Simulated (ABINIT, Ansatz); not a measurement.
## Converging GW for WS2 (Tungstenite) in ABINIT

Aim: raise bands and screening cutoff together for WS2 (Tungstenite) and follow gap and time.

Main program and level: ABINIT 10.8.3; PBE and many-body steps on it, plane waves.

### Step 1. The starting structure

The structure is hexagonal, space group P6_3/mmc (No. 194). The conventional cell has a = 3.153 Å, b = 3.153 Å, c = 12.323 Å, α = 90.00°, β = 90.00°, γ = 120.00°. W has 6 S at 2.40 Å nearest. Nearest to S lie 3 W at 2.40 Å. Farther neighbours and most contacts between anions are not listed.

The cell and positions come from the Crystallography Open Database and are kept as given unless a step says otherwise. Spin-orbit coupling is left out unless a step names it.

### Step 2. Empty states on the mesh, 6×6×1 mesh, 715 bands

This step: ABINIT 10.8.3; DFT, PBE, plane waves, norm-conserving pseudopotentials.

The sums over transitions need many empty states on a uniform mesh; this step solves for them.

run.abi reads:

```
acell 3*1.0 Angstrom
rprim 
  3.153199999992 0.000000000002 0.000000000000
  -1.576599999998 2.730751303206 0.000000000000
  0.000000000000 0.000000000000 12.323000000000
ntypat 2
znucl 74 16
natom 6
typat 1 1 2 2 2 2
xred 
  0.333333333333 0.666666666667 0.250000000000
  0.666666666667 0.333333333333 0.750000000000
  0.333333333333 0.666666666667 0.622500000000
  0.666666666667 0.333333333333 0.122500000000
  0.333333333333 0.666666666667 0.877500000000
  0.666666666667 0.333333333333 0.377500000000
pp_dirpath "pseudos"
pseudos "W.upf, S.upf"
ecut 31
ngkpt 6 6 1
nshiftk 1
shiftk 0 0 0
kptopt 1
chksymbreak 0
irdden 1
istwfk *1
nband 715
prtvol 0
optdriver 6
gwr_task "HDIAGO"
paral_kgb 0
occopt 1
indata_prefix "in"
outdata_prefix "out"
tmpdata_prefix "tmp"
```

The run is started by

```bash
> OMP_NUM_THREADS=1 mpirun -n 8 abinit run.abi > log
```

Output:

```text
.Version 10.8.3 of ABINIT. v10.8.2 released Aug 2026.

 Symmetries : space group P6_3/m m c (#194); Bravais hP (primitive hexag.)
[... echo of the input left out ...]
== DATASET  1 ==================================================================
-   mpi_nproc: 8, omp_nthreads: 1 (-1 if OMP is not activated)

--- !DatasetInfo
iteration_state: {dtset: 1, }
dimensions: {natom: 6, nkpt: 7, mband: 715, nsppol: 1, nspinor: 1, nspden: 1, mpw: 5929, }
cutoff_energies: {ecut:  31.0, pawecutdg:  -1.0, }
[...]
Indirect band gap semiconductor
 Fundamental gap:     0.981 (eV)
   VBM:     9.509 (eV) at k: [ 0.0000E+00,  0.0000E+00,  0.0000E+00]
   CBM:    10.490 (eV) at k: [ 1.6667E-01,  1.6667E-01,  0.0000E+00]
 Direct gap:         1.837 (eV) at k: [ 3.3333E-01,  3.3333E-01,  0.0000E+00]

== END DATASET(S) ==============================================================
================================================================================

 -outvars: echo values of variables after computation  --------
           etotal      0.0000000000E+00
            nband         715
             nkpt           7
          spgroup         194
 [... the other variables as echoed above ...]

 Calculation completed.
```

Wall time 2.3 min (8 MPI ranks of Arm Neoverse V2, shared host); peak memory 15 GiB; 18 min of CPU time.

Numbers from this step:

| Property | Result |
| --- | --- |
| gap | 0.9806 eV |
| k of the valence top | 0, 0, 0 |
| k of the conduction bottom | 0.1667, 0.1667, 0 |
| least direct gap | 1.837 eV |
| k points computed | 7 |
| lowest point of the top converged band, above the valence top | 182.8238 eV |

On this mesh the gap is 0.981 eV.

The density comes from a self-consistent run that is not shown.

### Step 3. Screening, 6×6×1 mesh, 111 bands, screening to 95.2 eV

The RPA dielectric matrix is built and inverted for each q.

This step: RPA screening on PBE, plane waves, norm-conserving pseudopotentials.

Edit run.abi of step 2 so:

```diff
@@ -24,10 +24,11 @@
 chksymbreak 0
-irdden 1
 istwfk *1
-nband 715
-prtvol 0
-optdriver 6
-gwr_task "HDIAGO"
-paral_kgb 0
 occopt 1
+irdwfk 1
+optdriver 3
+nband 111
+ecuteps 3.5
+inclvkb 2
+awtr 1
+symchi 1
 indata_prefix "in"
```

Output:

```text
.Version 10.8.3 of ABINIT. v10.8.2 released Aug 2026.

 Symmetries : space group P6_3/m m c (#194); Bravais hP (primitive hexag.)
[... echo of the input left out ...]
== DATASET  1 ==================================================================
-   mpi_nproc: 8, omp_nthreads: 1 (-1 if OMP is not activated)

--- !DatasetInfo
iteration_state: {dtset: 1, }
dimensions: {natom: 6, nkpt: 7, mband: 111, nsppol: 1, nspinor: 1, nspden: 1, mpw: 5929, }
cutoff_energies: {ecut:  31.0, pawecutdg:  -1.0, }
electrons: {nelect:   5.20000000E+01, charge:   0.00000000E+00, occopt:   1.00000000E+00, tsmear:   1.00000000E-02, }

 SCREENING: Calculation of the susceptibility and dielectric matrices

 Based on a program developped by R.W. Godby, V. Olevano, G. Onida, and L. Reining.
 Incorporated in ABINIT by V. Olevano, G.-M. Rignanese, and M. Torrent.
.Using double precision arithmetic ; gwpc =  8

[... cell and pseudopotentials left out ...]
--------------------------------------------------------------------------------

 ==== K-mesh for the wavefunctions ====
 Number of points in the irreducible wedge :     7
[... list of points left out ...]
 Together with 24 symmetry operations and time-reversal symmetry
 yields    36 points in the full Brillouin Zone.

 ==== Q-mesh for the screening function ====
 Number of points in the irreducible wedge :     7
[... list of points left out ...]
 Together with 24 symmetry operations and time-reversal symmetry
 yields    36 points in the full Brillouin Zone.

 setmesh: FFT mesh size selected  =    18x   18x   80
          total number of points  =        25920

 vcoul_init : cutoff-mode = AUXILIARY_FUNCTION
 q-points for optical limit:   1
     1)      0.000010    0.000020    0.000030

- screening: taking advantage of time-reversal symmetry
- Maximum band index for partially occupied states nbvw = 26
- Remaining bands to be divided among processors   nbcw = 85
- Number of bands treated by each node ~10

 Number of electrons calculated from density =   52.0000; Expected =   52.0000
 average of density, n =  0.072620
 r_s =    1.4869
 omega_plasma =   25.9946 [eV]

 calculating chi0 at frequencies [eV] :
  1    0.000000E+00    0.000000E+00
  2    0.000000E+00    2.599465E+01

--------------------------------------------------------------------------------
  q-point number  1        q = ( 0.000000, 0.000000, 0.000000) [r.l.u.]
--------------------------------------------------------------------------------
[... chi0 elements left out ...]
 For q-point:  0.000010 0.000020 0.000030
  dielectric constant =  13.7522
  dielectric constant without local fields =  15.0699

  Average fulfillment of the sum rule on Im[epsilon] for q-point    1 :     75.05  [%]
[... wings left out ...]
  q-point number  2        q = ( 0.166667, 0.000000, 0.000000) [r.l.u.]
--------------------------------------------------------------------------------
[... chi0 elements left out ...]
  Average fulfillment of the sum rule on Im[epsilon] for q-point    2 :     78.72  [%]

 [... 5 further q-points ...]
```

Elapsed: 31 s, on 8 MPI ranks; peak memory 2.1 GiB; 4.1 min of CPU time.

This step gave:

```
ε∞ with local fields, on this mesh, along the program's q direction : 13.75
the same without local fields                                       : 15.07
plasma frequency                                                    : 25.99 eV
plane waves in the screening matrix                                 : 229
```

Local fields lower ε∞ by 9 %. On a Γ-centred mesh this coarse the value itself is usually too large, while a short band sum pulls it down.

### Step 4. 111 bands, 95.2 eV

The self-energy is evaluated for the states that the input lists, and the levels follow from it, in one-shot runs by the linearised quasiparticle equation.

This step: G0W0 on PBE, plane waves, norm-conserving pseudopotentials.

Edit run.abi of step 3 so:

```diff
@@ -27,8 +27,19 @@
 irdwfk 1
-optdriver 3
+optdriver 4
 nband 111
+gwcalctyp 0
+ecutsigx 31
+symsigma 1
+nkptgw 3
+kptgw 
+  0.0000000000 0.0000000000 0.0000000000
+  0.1666666667 0.1666666667 0.0000000000
+  0.3333333333 0.3333333333 0.0000000000
+bdgw 
+  25 28
+  25 28
+  25 28
 ecuteps 3.5
-inclvkb 2
-awtr 1
-symchi 1
+irdscr 1
+ppmodel 1
 indata_prefix "in"
```

Output:

```text
.Version 10.8.3 of ABINIT. v10.8.2 released Aug 2026.

 Symmetries : space group P6_3/m m c (#194); Bravais hP (primitive hexag.)
[... echo of the input left out ...]
== DATASET  1 ==================================================================
-   mpi_nproc: 8, omp_nthreads: 1 (-1 if OMP is not activated)

--- !DatasetInfo
iteration_state: {dtset: 1, }
dimensions: {natom: 6, nkpt: 7, mband: 111, nsppol: 1, nspinor: 1, nspden: 1, mpw: 5929, }
cutoff_energies: {ecut:  31.0, pawecutdg:  -1.0, }
electrons: {nelect:   5.20000000E+01, charge:   0.00000000E+00, occopt:   1.00000000E+00, tsmear:   1.00000000E-02, }

 SIGMA: Calculation of the GW corrections

 Based on a program developped by R.W. Godby, V. Olevano, G. Onida, and L. Reining.
 Incorporated in ABINIT by V. Olevano, G.-M. Rignanese, and M. Torrent.
.Using double precision arithmetic ; gwpc =  8

[... cell and pseudopotentials left out ...]
--------------------------------------------------------------------------------

 ==== K-mesh for the wavefunctions ====
 Number of points in the irreducible wedge :     7
[... list of points left out ...]
 Together with 24 symmetry operations and time-reversal symmetry
 yields    36 points in the full Brillouin Zone.

 ==== Q-mesh for screening function ====
 Number of points in the irreducible wedge :     7
[... list of points left out ...]
 Together with 24 symmetry operations and time-reversal symmetry
 yields    36 points in the full Brillouin Zone.

 vcoul_init : cutoff-mode = AUXILIARY_FUNCTION
 q-points for optical limit:   1
     1)      0.000010    0.000020    0.000030
 setmesh: FFT mesh size selected  =    25x   25x  120
          total number of points  =        75000

 Number of electrons calculated from density =   52.0000; Expected =   52.0000
 average of density, n =  0.072620
 r_s =    1.4869
 omega_plasma =   25.9946 [eV]

 === KS Band Gaps ===
  >>>> For spin  1
   Minimum direct gap =   1.8369 [eV], located at k-point      :   0.3333  0.3333  0.0000
   Fundamental gap    =   0.9806 [eV], Top of valence bands at :   0.0000  0.0000  0.0000
                                       Bottom of conduction at :   0.1667  0.1667  0.0000
 SIGMA fundamental parameters:
 PLASMON POLE MODEL  1
 number of plane-waves for SigmaX                 5885
 number of plane-waves for SigmaC and W            229
 number of plane-waves for wavefunctions          5885
 number of bands                                   111
 number of independent spin polarizations            1
 number of spinorial components                      1
 number of k-points in IBZ                           7
 number of q-points in IBZ                           7
 number of symmetry operations                      24
 number of k-points in BZ                           36
 number of q-points in BZ                           36
 number of frequencies for dSigma/dE                 9
 frequency step for dSigma/dE [eV]                0.25
 number of omega for Sigma on real axis              0
 max omega for Sigma on real axis  [eV]           0.00
 zcut for avoiding poles [eV]                     0.10

 EPSILON^-1 parameters (SCR file):
 dimension of the eps^-1 matrix on file            229
 dimension of the eps^-1 matrix used               229
 number of plane-waves for wavefunctions          5885
 number of bands                                   111
 number of q-points in IBZ                           7
 number of frequencies                               2
 number of real frequencies                          1
 number of imag frequencies                          1

 matrix elements of self-energy operator (all in [eV])

 Perturbative Calculation

--- !SelfEnergy_ee
iteration_state: {dtset: 1, }
kpoint     : [   0.000,    0.000,    0.000, ]
spin       : 1
KS_gap     :    2.311
QP_gap     :    2.771
Delta_QP_KS:    0.460
data: !SigmaeeData |
     Band     E0 <VxcDFT>   SigX SigC(E0)      Z dSigC/dE  Sig(E)    E-E0       E
       25   8.288 -14.458 -15.573   1.531   0.793  -0.262 -14.128   0.329   8.617
       26   9.509 -15.590 -16.105   1.102   0.791  -0.264 -15.125   0.464   9.973
       27  11.820 -15.225 -10.553  -3.506   0.793  -0.261 -14.300   0.925  12.744
       28  11.820 -15.225 -10.553  -3.506   0.793  -0.261 -14.300   0.925  12.744

--- !SelfEnergy_ee
iteration_state: {dtset: 1, }
kpoint     : [   0.167,    0.167,    0.000, ]
spin       : 1
KS_gap     :    2.486
QP_gap     :    2.838
Delta_QP_KS:    0.352
data: !SigmaeeData |
     Band     E0 <VxcDFT>   SigX SigC(E0)      Z dSigC/dE  Sig(E)    E-E0       E
       25   7.976 -15.191 -16.569   1.856   0.788  -0.269 -14.814   0.377   8.353
       26   8.004 -15.258 -16.559   1.816   0.789  -0.268 -14.852   0.406   8.410
[...]
--- !SelfEnergy_ee
iteration_state: {dtset: 1, }
kpoint     : [   0.333,    0.333,    0.000, ]
spin       : 1
KS_gap     :    1.837
QP_gap     :    2.424
Delta_QP_KS:    0.587
data: !SigmaeeData |
     Band     E0 <VxcDFT>   SigX SigC(E0)      Z dSigC/dE  Sig(E)    E-E0       E
[...]
26   8.977 -15.421 -15.957   1.147   0.792  -0.262 -14.937   0.484   9.461
       27  10.814 -16.363 -11.961  -3.056   0.796  -0.257 -15.292   1.071  11.885
       28  10.814 -16.363 -11.961  -3.056   0.796  -0.257 -15.292   1.071  11.885

== END DATASET(S) ==============================================================
================================================================================

 -outvars: echo values of variables after computation  --------
           etotal      0.0000000000E+00
            nband         111
             nkpt           7
          spgroup         194
 [... the other variables as echoed above ...]

 Calculation completed.
```

Wall time 8.7 s (8 MPI ranks); peak memory 1.3 GiB; 69 s of CPU time.

Numbers from this step:

```
G0W0 gap on the points computed              : 1.275 eV
starting gap on the mesh                     : 0.9806 eV
k of the valence top                         : 0, 0, 0
k of the conduction bottom                   : 0.1667, 0.1667, 0
Z at the valence top                         : 0.791
Z at the conduction bottom                   : 0.799
least direct G0W0 gap on the computed points : 2.424 eV
```

The gap on the mesh goes from 0.98 eV to 1.27 eV, a correction of +0.29 eV.

### Step 5. Screening, 6×6×1 mesh, 303 bands, screening to 176.9 eV

This step: RPA screening on PBE, plane waves, norm-conserving pseudopotentials.

Edit run.abi of step 4 so:

```diff
@@ -27,19 +27,8 @@
 irdwfk 1
-optdriver 4
-nband 111
-gwcalctyp 0
-ecutsigx 31
-symsigma 1
-nkptgw 3
-kptgw 
-  0.0000000000 0.0000000000 0.0000000000
-  0.1666666667 0.1666666667 0.0000000000
-  0.3333333333 0.3333333333 0.0000000000
-bdgw 
-  25 28
-  25 28
-  25 28
-ecuteps 3.5
-irdscr 1
-ppmodel 1
+optdriver 3
+nband 303
+ecuteps 6.5
+inclvkb 2
+awtr 1
+symchi 1
 indata_prefix "in"
```

Output:

```text
.Version 10.8.3 of ABINIT. v10.8.2 released Aug 2026.

 Symmetries : space group P6_3/m m c (#194); Bravais hP (primitive hexag.)
[... echo of the input left out ...]
== DATASET  1 ==================================================================
-   mpi_nproc: 8, omp_nthreads: 1 (-1 if OMP is not activated)

--- !DatasetInfo
iteration_state: {dtset: 1, }
dimensions: {natom: 6, nkpt: 7, mband: 303, nsppol: 1, nspinor: 1, nspden: 1, mpw: 5929, }
cutoff_energies: {ecut:  31.0, pawecutdg:  -1.0, }
electrons: {nelect:   5.20000000E+01, charge:   0.00000000E+00, occopt:   1.00000000E+00, tsmear:   1.00000000E-02, }

 SCREENING: Calculation of the susceptibility and dielectric matrices

 Based on a program developped by R.W. Godby, V. Olevano, G. Onida, and L. Reining.
 Incorporated in ABINIT by V. Olevano, G.-M. Rignanese, and M. Torrent.
.Using double precision arithmetic ; gwpc =  8

[... cell and pseudopotentials left out ...]
--------------------------------------------------------------------------------

 ==== K-mesh for the wavefunctions ====
 Number of points in the irreducible wedge :     7
[... list of points left out ...]
 Together with 24 symmetry operations and time-reversal symmetry
 yields    36 points in the full Brillouin Zone.

 ==== Q-mesh for the screening function ====
 Number of points in the irreducible wedge :     7
[... list of points left out ...]
 Together with 24 symmetry operations and time-reversal symmetry
 yields    36 points in the full Brillouin Zone.

 setmesh: FFT mesh size selected  =    20x   20x   90
          total number of points  =        36000

 vcoul_init : cutoff-mode = AUXILIARY_FUNCTION
 q-points for optical limit:   1
     1)      0.000010    0.000020    0.000030

- screening: taking advantage of time-reversal symmetry
- Maximum band index for partially occupied states nbvw = 26
- Remaining bands to be divided among processors   nbcw = 277
- Number of bands treated by each node ~34

 Number of electrons calculated from density =   52.0000; Expected =   52.0000
 average of density, n =  0.072620
 r_s =    1.4869
 omega_plasma =   25.9946 [eV]

 calculating chi0 at frequencies [eV] :
  1    0.000000E+00    0.000000E+00
  2    0.000000E+00    2.599465E+01

--------------------------------------------------------------------------------
  q-point number  1        q = ( 0.000000, 0.000000, 0.000000) [r.l.u.]
--------------------------------------------------------------------------------
[... chi0 elements left out ...]
 For q-point:  0.000010 0.000020 0.000030
  dielectric constant =  13.5116
  dielectric constant without local fields =  15.0823

  Average fulfillment of the sum rule on Im[epsilon] for q-point    1 :     91.01  [%]
[... wings left out ...]
  q-point number  2        q = ( 0.166667, 0.000000, 0.000000) [r.l.u.]
--------------------------------------------------------------------------------
[... chi0 elements left out ...]
  Average fulfillment of the sum rule on Im[epsilon] for q-point    2 :     92.49  [%]

 [... 5 further q-points ...]
```

It took 3 min on 8 MPI ranks; peak memory 3.4 GiB.

Numbers from this step:

* ε∞ with local fields, on this mesh, along the program's q direction: 13.51
* the same without local fields: 15.08
* plasma frequency: 25.99 eV
* plane waves in the screening matrix: 573

(Part 1 of 2 ends here.)

[Paths, hosts, dates, memory and timing lines, banners, echoed tables and standing remarks are left out of the program output.]

[Logs are printed without paths, hosts, clocks, repeated set-up lines and the standing remarks that a program may print on its own settings, such as how far it seeks lower states.]

[Runs of the session that timed out or met a known fault of the program may be left out.]

[Hosts, paths, dates, database ids (printed as entryN), source tags and the programs' standing remarks are cut or masked in the printed files.]

[G0W0 gaps are taken among the corrected bands and points alone; a level outside them can change the order at an edge.]

[Where Ansatz stands beside ABINIT at settings called matched, ABINIT's density can come from a denser mesh and the files from another edition; pairs whose starting gaps differed by over 0.03 eV were left out, so agreement reads better than it is.]
